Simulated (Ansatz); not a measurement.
# ZrC (Fm-3m): thermal expansion from first principles

Aim: the lattice, expansion, heat capacity and bulk modulus of ZrC as it warms.

Main program and level: Ansatz 0.2.0; DFT PBE, scalar-relativistic, plane waves, PAW.

The database entry behind the starting cell differs from later determinations by our own check (an axis about 0.7 % long against later determinations), so it need not match the best structure at ambient conditions.

### 1. The structure

It takes space group Fm-3m (No. 225, cubic). The conventional cell has a = 4.730 Å, b = 4.730 Å, c = 4.730 Å, α = 90.00°, β = 90.00°, γ = 90.00°. Nearest to Zr lie 6 C at 2.37 Å. Nearest to C lie 6 Zr at 2.37 Å. Farther neighbours are not listed.

### 2. Probe on a coarse mesh

A cheap single point shows whether the cell is a metal or an insulator and how far it is from rest; that sets the k-mesh and the occupations of what follows.

The input, input.yaml:

```yaml
crystal:
  lattice:
    - [0.0, 2.365, 2.365]
    - [2.365, 0.0, 2.365]
    - [2.365, 2.365, 0.0]
  atoms:
    - { symbol: Zr, position: [0.5, 0.5, 0.5] }
    - { symbol: C, position: [0.0, 0.0, 0.0] }
kpoints:
  mp_grid: { grid: [6, 6, 6] }
hamiltonian:
  xc: pbe
scf:
  occupations: { method: gaussian, width: 0.1 }
output:
  forces: true
  stress: true
  eigenvalues: true
```

Run with:

```
ansatz run input.yaml --threads 4 --pin off --max-ram 8192MiB --backend cpu --events-out ev --progress --plain --runs-dir out
```

Numbers of over 12 decimals in the logs are rounded to 6 here.

The program printed:

```text
Engine: ansatz 0.2.0, aarch64-unknown-linux-gnu
Pseudopotentials: kind: paw
Pseudopotential: Zr, paw, valence charge 12, recommended cutoff 420 eV (normal), Zr.paw.azcp
Pseudopotential: C, paw, valence charge 4, recommended cutoff 420 eV (normal), C.paw.azcp
Functional definition: PBE
  parameter kappa = 0.804
  parameter beta = 0.066725
  exchange = pbe_x(kappa = kappa, mu = beta*pi^2/3)
  correlation = pbe_c(beta = beta)
Crystal: 2 atoms, lattice volume = 26.456 Å³
Basis set: ecut = 420 eV, 531 PW (Γ), exchange–correlation on 48×48×48 points (8 copies of the dense FFT grid, shifted against one another)
Bands: 12, of which v1, the nominal top of the filled ones, is band 8 counted from 1 (7 counted from 0)
Symmetry: 48 space group operations
Space group: Fm-3m (ITA 225), of the structure as read, at distance tolerance 3.0e-5 Å
k-points: 16 of 216
Non-local potential: Zr, projectors of the file, l = 0: 3, l = 1: 2, l = 2: 2, l = 3: 2
Non-local potential: C, projectors of the file, l = 0: 2, l = 1: 2, l = 2: 1
PAW form: soft (Blöchl's): semilocal exchange-correlation on the pseudo side does not see the compensation charge
PAW one-centre angular grid: Zr, 590 points (default); XC on 64 Gauss nodes
PAW one-centre angular grid: C, 110 points (default); XC on 64 Gauss nodes
Initial density: superposition of atomic densities (neutral atoms: chi_scale 0, normalization atom), corrected by the library's trained network
Initial wavefunctions: pseudopotential atomic-orbital guess
Functional: x = pbe(κ = 0.804, μ = 0.219515), c = pbe(β = 0.066725)
SCF iter   1: F=—  HF=-4436.484143 eV  |F-HF|=—  |Δ(HF+E_count)|=         —  Δρ=2.34e-3  dr2=1.92e-3  ethr=1.77e-3  ⟨swp⟩=5.0  Hψ=964  notcnv=0
preconditioner: auto → none  [insulator: Δε(μ)=0.269 eV  Ē_g=17.928 eV  σ=0.100 eV  W_gap=0.94  n_scr=8 (ndim 8)  ℏωp=27.0 eV  f_vac=0.000  D(μ)=0.17/eV (n_scr^D=0)  ε∞_Penn≈3.3]
SCF iter   2: F=—  HF=-4436.483386 eV  |F-HF|=—  |Δ(HF+E_count)|=   7.57e-4  Δρ=7.51e-4  dr2=1.49e-4  ethr=1.20e-5  ⟨swp⟩=2.2  Hψ=395  notcnv=0
SCF iter   3: F=—  HF=-4436.483372 eV  |F-HF|=—  |Δ(HF+E_count)|=   1.40e-5  Δρ=1.58e-4  dr2=2.53e-6  ethr=9.32e-7  ⟨swp⟩=2.0  Hψ=237  notcnv=0
SCF iter   4: F=—  HF=-4436.483374 eV  |F-HF|=—  |Δ(HF+E_count)|=   2.23e-6  Δρ=3.52e-5  dr2=1.32e-7  ethr=1.58e-8  ⟨swp⟩=2.0  Hψ=308  notcnv=0
iter 5 did not close the SCF: its close was put off for the readings that it lacked (scf_convergence_deferred on its scf_iter line)
SCF iter   5: F=-4436.483374 eV  HF=-4436.483374 eV  |F-HF|=9.34e-10  |Δ(HF+E_count)|=   2.37e-8  Δρ=8.73e-6  dr2=8.50e-9  ethr=8.26e-10  ⟨swp⟩=2.8  Hψ=325  notcnv=0
SCF iter   6: F=-4436.483374 eV  HF=-4436.483374 eV  |F-HF|=5.18e-11  |Δ(HF+E_count)|=   1.48e-9  Δρ=6.90e-7  dr2=8.38e-11  ethr=5.31e-11  ⟨swp⟩=1.8  Hψ=601  notcnv=0
SCF 1 converged in 6 iterations: F = -4436.483374 eV  dr2 = 8.38e-11
  greatest PAW one-centre occupation: 0.995 electrons in one spin orbital (limit 2), on the Zr atom at site 0 (counted from 0), in its partial waves of l = 0
SCF converged after 6 iterations
Free energy (F): -4436.483374 eV
Harris-Foulkes:  -4436.483374 eV  (|F-HF|=5.18e-11)
Internal energy: -4436.482612 eV  (E = F + TS)
E sigma→0 (E₀):  -4436.482993 eV
Entropy (-TS):   -0.000762 eV (-0.381 meV/atom)
Fermi energy:    14.477401 eV
--- Per-component energies (eV) ---
  E_band       = -54.023114
  E_kinetic    = 421.352078
  E_local      = -604.484107  (includes V_loc(G=0)·N_el)
  E_nonlocal   = 104.283467
  E_hartree    = 181.212086
  E_xc         = -211.049765
  E_vxc        = -252.262705  (∫ρ·V_xc dr)
  E_paw        = -3051.932584  (= ΣΔE_a)
  E_vpaw       = -85.336262  (= ΣTr[D̂ρ^β])
  E_aug_tail   = 0.000038  (compensation charges beyond the density's cutoff)
  E_ewald      = -1275.863827
  E_smearing   = -0.000762  (= −TS)
  E_closure    = 0.000000  (closes the sum)
  Σ components = -4436.483374   (vs F -4436.483374, Δ=0.00e0)
--- Forces (eV/Å), atoms counted from 1 ---
  atom   1  Zr     0.00000000     0.00000000    -0.00000000
  atom   2  C     -0.00000000     0.00000000     0.00000000
  max |Σ_I F_I| component: 2.02e-29 eV/Å
--- Stress (GPa, compression-positive) ---
       -2.859221      -0.000000      -0.000000
       -0.000000      -2.859221       0.000000
       -0.000000      -0.000000      -2.859221
  P = ⅓ Tr σ = -2.8592 GPa (-28.592 kbar)
--- Band table (eV; the first three rows and the last of 16) ---
  k-point 0: bands = [... 4 lower, 3.3177, 15.4930, 15.4930, 15.4930, 15.6361, 15.6361, 15.6361, 17.3068]
  k-point 1: bands = [... 4 lower, 3.9024, 13.1541, 13.6925, 13.6925, 16.3864, 16.3864, 16.8105, 19.5990]
  k-point 2: bands = [... 4 lower, 5.2865, 10.6683, 12.2028, 12.2028, 17.8873, 17.8873, 17.9835, 22.7178]
  k-point 15: bands = [... 4 lower, 4.9698, 12.2887, 12.3216, 12.5122, 16.3753, 19.0544, 20.0810, 20.6679]
```

The job ended after 0.28 s (4 threads of Arm Neoverse V2, shared host; peak memory 0.27 GiB; 0.65 s of CPU time).

Numbers from this step:

```yaml
pressure: -2.859 GPa
volume_per_atom: 13.23 Å³
gap_on_the_k_mesh: 0 eV
```

The start is under -2.9 GPa at this level and looks like a metal on this mesh.

### 3. Finding the static equilibrium

Phonons are second derivatives about a minimum, so cell and atoms are relaxed first, inside the symmetry of the start.

input.yaml, the sections that differ from step 2:

```yaml
kpoints:
  mp_grid: { grid: [16, 16, 16] }
output:
  forces: true
  stress: true
  eigenvalues: true
  write_density: true
  write_potential: true
  elf: true
  volumetric_format: npy
relax:
  adjacent_minimum: "off"
  f_tol: 0.005
  max_steps: 80
  cell: { stress_tol: 0.05 }
# crystal, hamiltonian, scf: as in step 2
```

The program printed:

```text
[...]
Crystal: 2 atoms, lattice volume = 26.456 Å³
Basis set: ecut = 420 eV, 531 PW (Γ), exchange–correlation on 48×48×48 points (8 copies of the dense FFT grid, shifted against one another)
Bands: 12, of which v1, the nominal top of the filled ones, is band 8 counted from 1 (7 counted from 0)
Symmetry: 48 space group operations
[...]
k-points: 145 of 4096
[...]
SCF iter   1: F=—  HF=-4436.493316 eV  |F-HF|=—  |Δ(HF+E_count)|=         —  Δρ=1.62e-3  dr2=7.37e-4  ethr=1.77e-3  ⟨swp⟩=5.0  Hψ=8718  notcnv=0
[...]
SCF iter   6: F=-4436.492814 eV  HF=-4436.492814 eV  |F-HF|=1.77e-9  |Δ(HF+E_count)|=   5.72e-9  Δρ=4.23e-6  dr2=2.63e-9  ethr=9.28e-11  ⟨swp⟩=5.2  Hψ=8812  notcnv=0
SCF 1 converged in 6 iterations: F = -4436.492814 eV  dr2 = 2.63e-9
[...]
relax step   1: F+E_penalty+E_count = -4436.49281426 eV  Δ(F+E_penalty+E_count) = +0.000e0 eV  max|allowed force component| = 1.200e-29 eV/Å  Δτ_max = 0.0000 Å  P = -2.936 GPa  Ω = 26.456 Å³  (6 SCF iters, dr2 threshold 1.00e-7 eV, accepted)
Crystal: 2 atoms, lattice volume = 25.770 Å³
[...]
iter 1 solved again at ethr=3.19e-5 eV; its pass at ethr=3.10e-3 eV (dr2=5.11e-3 eV) is discarded
[...]
SCF iter   6: F=-4436.493947 eV  HF=-4436.493947 eV  |F-HF|=1.09e-11  |Δ(HF+E_count)|=  1.28e-10  Δρ=2.94e-7  dr2=2.22e-11  ethr=7.50e-12  ⟨swp⟩=4.5  Hψ=8305  notcnv=0
SCF 2 converged in 6 iterations: F = -4436.493947 eV  dr2 = 2.22e-11
[...]
relax step   2: F+E_penalty+E_count = -4436.49394665 eV  Δ(F+E_penalty+E_count) = -1.132e-3 eV  max|allowed force component| = 1.476e-29 eV/Å  Δτ_max = 0.0000 Å  P = +2.934 GPa  Ω = 25.770 Å³  energy of the carried Pulay correction = +8.541e-4 eV  (6 SCF iters, dr2 threshold 2.00e-7 eV, accepted)
Crystal: 2 atoms, lattice volume = 26.108 Å³
[...]
SCF iter   6: F=-4436.496527 eV  HF=-4436.496527 eV  |F-HF|=9.09e-13  |Δ(HF+E_count)|=  4.82e-11  Δρ=1.06e-7  dr2=1.82e-12  ethr=1.00e-12  ⟨swp⟩=4.2  Hψ=7721  notcnv=0
SCF 3 converged in 6 iterations: F = -4436.496527 eV  dr2 = 1.82e-12
relax step   3: F+E_penalty+E_count = -4436.49652666 eV  Δ(F+E_penalty+E_count) = -2.580e-3 eV  max|allowed force component| = 4.602e-30 eV/Å  Δτ_max = 0.0000 Å  P = -0.058 GPa  Ω = 26.108 Å³  energy of the carried Pulay correction = +4.300e-4 eV  (6 SCF iters, dr2 threshold 2.00e-7 eV, accepted)
[...]
relax step   4: F+E_penalty+E_count = -4436.49653607 eV  Δ(F+E_penalty+E_count) = -9.412e-6 eV  max|allowed force component| = 1.379e-29 eV/Å  Δτ_max = 0.0000 Å  P = -0.001 GPa  Ω = 26.102 Å³  energy of the carried Pulay correction = +4.382e-4 eV  (7 SCF iters, accepted)
[...]
SCF iter   8: F=-4436.496104 eV  HF=-4436.496104 eV  |F-HF|=0.00e0  |Δ(HF+E_count)|=  9.09e-13  Δρ=1.36e-10  dr2=5.27e-18  ethr=1.00e-12  ⟨swp⟩=2.0  Hψ=4966  notcnv=0
SCF 5 converged in 8 iterations: F = -4436.496104 eV  dr2 = 5.27e-18
relax step   5: F+E_penalty+E_count = -4436.49610427 eV  Δ(F+E_penalty+E_count) = +4.318e-4 eV  max|allowed force component| = 6.409e-30 eV/Å  Δτ_max = 0.0000 Å  P = -0.025 GPa  Ω = 26.102 Å³  stress off target by 2.52e-2 GPa  SCF on the basis re-selected at this cell (its energy is not comparable with the rows above)  (8 SCF iters)
basis re-selected at this cell: Δ(F+E_penalty+E_count) = +4.318e-4 eV, ΔP = -0.024 GPa vs the last step (what re-selecting the basis moved, of the pressure what is left beyond the Pulay correction that the steps carried, after the strain that the cell walked since its last selection, with what the two solves' SCF thresholds leave and, on support functions, any second-order correction that the steps lacked; it is no m [...]
SCF converged after 8 iterations
Free energy (F): -4436.496104 eV
[...]
Internal energy: -4436.494169 eV  (E = F + TS)
E sigma→0 (E₀):  -4436.495136 eV
Entropy (-TS):   -0.001936 eV (-0.968 meV/atom)
Fermi energy:    14.764694 eV
[...]
--- Stress (GPa, compression-positive) ---
       -0.025175      -0.000000      -0.000000
       -0.000000      -0.025175      -0.000000
        0.000000      -0.000000      -0.025175
  P = ⅓ Tr σ = -0.0252 GPa (-0.252 kbar)
--- Band table (eV; the first three rows and the last of 145) ---
  k-point 0: bands = [... 4 lower, 3.4858, 15.7084, 15.7084, 15.7084, 15.8683, 15.8683, 15.8683, 17.5722]
  k-point 1: bands = [... 4 lower, 3.5743, 14.9698, 15.1681, 15.1681, 16.0805, 16.0805, 16.4023, 18.0832]
  k-point 2: bands = [... 4 lower, 3.8308, 14.0218, 14.3921, 14.3921, 16.3665, 16.3665, 16.8250, 19.1120]
  k-point 144: bands = [... 4 lower, 5.3355, 12.1489, 12.4363, 12.4363, 18.0455, 18.0455, 20.4087, 21.7719]
--- Relaxed structure (4 steps of the walk, 4 accepted, 1 SCFs on fresh bases) ---
  F+E_penalty+E_count = -4436.49610427 eV   max|allowed force component| = 6.409e-30 eV/Å   (the final SCF, on the basis selected at the relaxed cell)
  cell:  # Å, volume = 26.1017 Å³
    - [0, 2.354398, 2.354398]
    - [2.354398, 0, 2.354398]
    - [2.354398, 2.354398, 0]
  atoms:
    - { symbol: Zr, position: [0.5, 0.5, 0.5] }
    - { symbol: C, position: [0, 0, 0] }
```

Elapsed: 4.2 s, on 4 threads; peak memory 0.36 GiB.

Relaxation path:

| step | energy less that of the first step (eV) | largest force component (eV/Å) | pressure (GPa) | volume (Å³) |
| --- | --- | --- | --- | --- |
| 1 | 0.0000 | 0.0000 | -2.94 | 26.46 |
| 2 | -0.0011 | 0.0000 | 2.93 | 25.77 |
| 3 | -0.0037 | 0.0000 | -0.06 | 26.11 |
| 4 | -0.0037 | 0.0000 | 0.00 | 26.10 |
| 5* | -0.0033 | 0.0000 | -0.03 | 26.10 |

Relaxation steps marked * repeat the geometry before them on a plane-wave basis chosen anew for their cell, so energy and pressure can jump there.

Forces are held to the 48 operations that the run works with; a distortion that breaks them can't arise in this run.

| conventional cell, symmetrised | before | after | change |
| --- | --- | --- | --- |
| a (Å) | 4.730 | 4.709 | -0.4 % |
| b (Å) | 4.730 | 4.709 | -0.4 % |
| c (Å) | 4.730 | 4.709 | -0.4 % |
| volume (Å³/atom) | 13.23 | 13.05 | -1.3 % |

The relaxed structure:

```xyz
2
Lattice="0.0000 2.3544 2.3544 2.3544 0.0000 2.3544 2.3544 2.3544 0.0000" Properties=species:S:1:pos:R:3 pbc="T T T"
Zr    2.3544    2.3544    2.3544
C     0.0000    0.0000    0.0000
```

This step gave:

```
pressure        : -0.02517 GPa
volume per atom : 13.05 Å³
```

Electrostatic potential energy in the ac plane of the conventional cell at fractional y = 0.000, with atoms of Zr and C within 0.2 Å of it. With pseudopotentials it is smooth inside the atoms' cores, unlike the true potential.

Ten even steps from '_' (-68 eV) to '@' (15 eV), each cell a mean:
```
..++@@@@##==____::**%%@@##--
##%%@@@@%%**==--++##@@@@@@##
@@@@@@@@@@%%####%%@@@@@@@@@@
%%@@@@@@@@@@@@@@@@@@@@@@@@%%
++##%%@@@@@@@@%%@@@@@@@@##**
..--##@@@@%%++==##@@@@%%++::
__..++%%@@##..__==%%@@##--__
__::**%%@@##--..++@@@@##==__
--++##@@@@@@####%%@@@@%%**==
##%%@@@@@@@@@@@@@@@@@@@@%%##
@@@@@@@@@@@@%%%%@@@@@@@@@@@@
%%@@@@@@@@##**++##%%@@@@@@@@
==##@@@@%%++::..--##@@@@%%++
__==%%@@##--____..++%%@@##..
```
Columns run along a (4.7 Å; values clipped at the 3rd and 97th percentile), rows up along c (4.7 Å), edges of the conventional cell, whose origin can differ from the input's. Atoms in or near the plane, at fractional coordinates: Zr at (0.50, 0.00), Zr at (0.00, 0.50), C at (0.00, 0.00), C at (0.50, 0.50).

ELF in the ac plane of the conventional cell at fractional y = 0.000, with atoms of Zr and C within 0.2 Å of it. It is the smooth field of the valence electrons, not physical close to the nuclei.

Ten even steps from '_' (0.13) to '@' (0.78), each cell a mean:
```
--%%@@--==@@**==@@##..**@@++
@@@@%%::..**@@@@@@--__**@@@@
##**++..__..====::____--****
::..____..::------::..____..
%%**..__++%%@@@@@@##::__--##
%%@@**..**@@%%**@@@@--::@@@@
..%%%%::##@@--__**@@--==@@==
==@@##..**@@++--%%@@--==@@**
@@@@--__**@@@@@@@@%%::..**@@
==::____--****##**++..__..==
----::..____..::..____..::--
@@@@##::__--##%%**..__++%%@@
**@@@@--::@@@@%%@@**..**@@%%
__**@@--==@@==..%%%%::##@@--
```
Columns run along a (4.7 Å), rows up along c (4.7 Å), edges of the conventional cell, whose origin can differ from the input's. Atoms in or near the plane, at fractional coordinates: Zr at (0.50, 0.00), Zr at (0.00, 0.50), C at (0.00, 0.00), C at (0.50, 0.50).

Valence density in the ac plane of the conventional cell at fractional y = 0.000, with atoms of Zr and C within 0.2 Å of it. It is the smooth field of the valence electrons, not physical close to the nuclei.

Ten even steps from '_' (0.2 e/Å³) to '@' (4.0 e/Å³), each cell a mean:
```
----..__..**@@@@@@--____::--
::..______--**##==..____..::
..__________..::..__________
____________________________
==::________......______..--
@@##::____..----::..__..==@@
%%@@==__..::------..__::##@@
@@@@--____::------..__..**@@
##==..____..::::..______--**
::..__________..__________..
____________________________
....______..--==::________..
--::..__..==@@@@##::____..--
----..__::##@@%%@@==__..::--
```
Columns run along a (4.7 Å), rows up along c (4.7 Å), edges of the conventional cell, whose origin can differ from the input's. Atoms in or near the plane, at fractional coordinates: Zr at (0.50, 0.00), Zr at (0.00, 0.50), C at (0.00, 0.00), C at (0.50, 0.50).

The relaxation ends with a pressure of -0.03 GPa.

### 4. Relaxing to small residual forces and stress

The thresholds are tightened for a last relaxation ahead of the phonons, and where mesh or smearing change with them the cell follows.

The input, input.yaml:

```yaml
crystal:
  lattice:
    - [0.0, 2.3543976074, 2.3543976074]
    - [2.3543976074, 0.0, 2.3543976074]
    - [2.3543976074, 2.3543976074, 0.0]
  atoms:
    - { symbol: Zr, position: [0.5, 0.5, 0.5] }
    - { symbol: C, position: [0.0, 0.0, 0.0] }
kpoints:
  mp_grid: { grid: [16, 16, 16] }
hamiltonian:
  xc: pbe
scf:
  occupations: { method: methfessel_paxton, width: 0.2 }
output:
  forces: true
  stress: true
  eigenvalues: true
relax:
  adjacent_minimum: "off"
  f_tol: 0.001
  max_steps: 60
  cell: { stress_tol: 0.01 }
```

The program printed:

```text
[...]
Crystal: 2 atoms, lattice volume = 26.102 Å³
Basis set: ecut = 420 eV, 531 PW (Γ), exchange–correlation on 48×48×48 points (8 copies of the dense FFT grid, shifted against one another)
Bands: 12, of which v1, the nominal top of the filled ones, is band 8 counted from 1 (7 counted from 0)
Symmetry: 48 space group operations
[...]
k-points: 145 of 4096
[...]
k-point 144: bands = [... 4 lower, 5.3372, 12.1504, 12.4378, 12.4378, 18.0472, 18.0472, 20.4104, 21.7739]
--- Relaxed structure (3 steps of the walk, 3 accepted, 1 SCFs on fresh bases) ---
[...]
cell:  # Å, volume = 26.0996 Å³
    - [0, 2.354332, 2.354332]
    - [2.354332, 0, 2.354332]
    - [2.354332, 2.354332, 0]
  atoms:
    - { symbol: Zr, position: [0.500000, 0.500000, 0.500000] }
    - { symbol: C, position: [0, 0, 0] }
[key lines of the parts left out:]
SCF converged after 7 iterations
Free energy (F): -4436.495459 eV
Fermi energy:    14.771244 eV
P = ⅓ Tr σ = -0.0002 GPa (-0.002 kbar)
```

The job ended after 3 s (4 threads; peak memory 0.36 GiB).

Little changed from the start: no atom moved by 0.005 Å and no cell edge by 0.1 %.

Numbers from this step:

```
pressure : -2.32e-4 GPa
```

The residual pressure is -2.3e-4 GPa, small enough for phonons.

### 5. A faulty attempt

This input was changed on purpose, to see how the program answers.

The input, input.yaml:

```yaml
crystal:
  lattice:
    - [0.0, 2.3543319258, 2.3543319258]
    - [2.3543319258, 0.0, 2.3543319258]
    - [2.3543319258, 2.3543319258, 0.0]
  atoms:
    - { symbol: Zr, position: [0.5, 0.5, 0.5] }
    - { symbol: C, position: [0.0, 0.0, 0.0] }
kpoints:
  mp_grid: { grid: [17, 17, 17] }
hamiltonian:
  xc: pbe
scf:
  occupations: { method: methfessel_paxton, width: 0.2 }
  max_iter: 80
output:
  eigenvalues: true
phonons:
  supercell: [2, 2, 2]
  thermal_expansion: {}
```

The program printed:

```text
Error: 3 input errors — fix all and re-run
  1. invalid value for `phonons.supercell`: axis 0: the count 2 must divide kpoints.mp_grid.grid dimension 17 — the displaced supercells solve the k-mesh folded onto them, whose points must be the deck's own; the next dimension that the batch's repeats divide is 18
  2. invalid value for `phonons.supercell`: axis 1: the count 2 must divide kpoints.mp_grid.grid dimension 17 — the displaced supercells solve the k-mesh folded onto them, whose points must be the deck's own; the next dimension that the batch's repeats divide is 18
  3. invalid value for `phonons.supercell`: axis 2: the count 2 must divide kpoints.mp_grid.grid dimension 17 — the displaced supercells solve the k-mesh folded onto them, whose points must be the deck's own; the next dimension that the batch's repeats divide is 18
```

Wall time 0.02 s (4 threads); peak memory 0.032 GiB.

The program refused the input before any cycle.

The program's message: “Error: 3 input errors — fix all and re-run
  1. invalid value for `phonons.supercell`: axis 0: the count 2 must divide kpoints.mp_grid.grid dimension 17 — the displaced supercells solve the k-mesh fol …”

The fault put into the input: a k mesh that the supercell doesn't divide.

[end of part 1 of 3]

[Logs are printed without paths, hosts, clocks, repeated set-up lines and the standing remarks that a program may print on its own settings, such as how far it seeks lower states.]

[Hosts, paths, dates, database ids (printed as entryN), source tags and the programs' standing remarks are cut or masked in the printed files.]

[A step with changed settings may run another functional than the one named; its input shows which.]
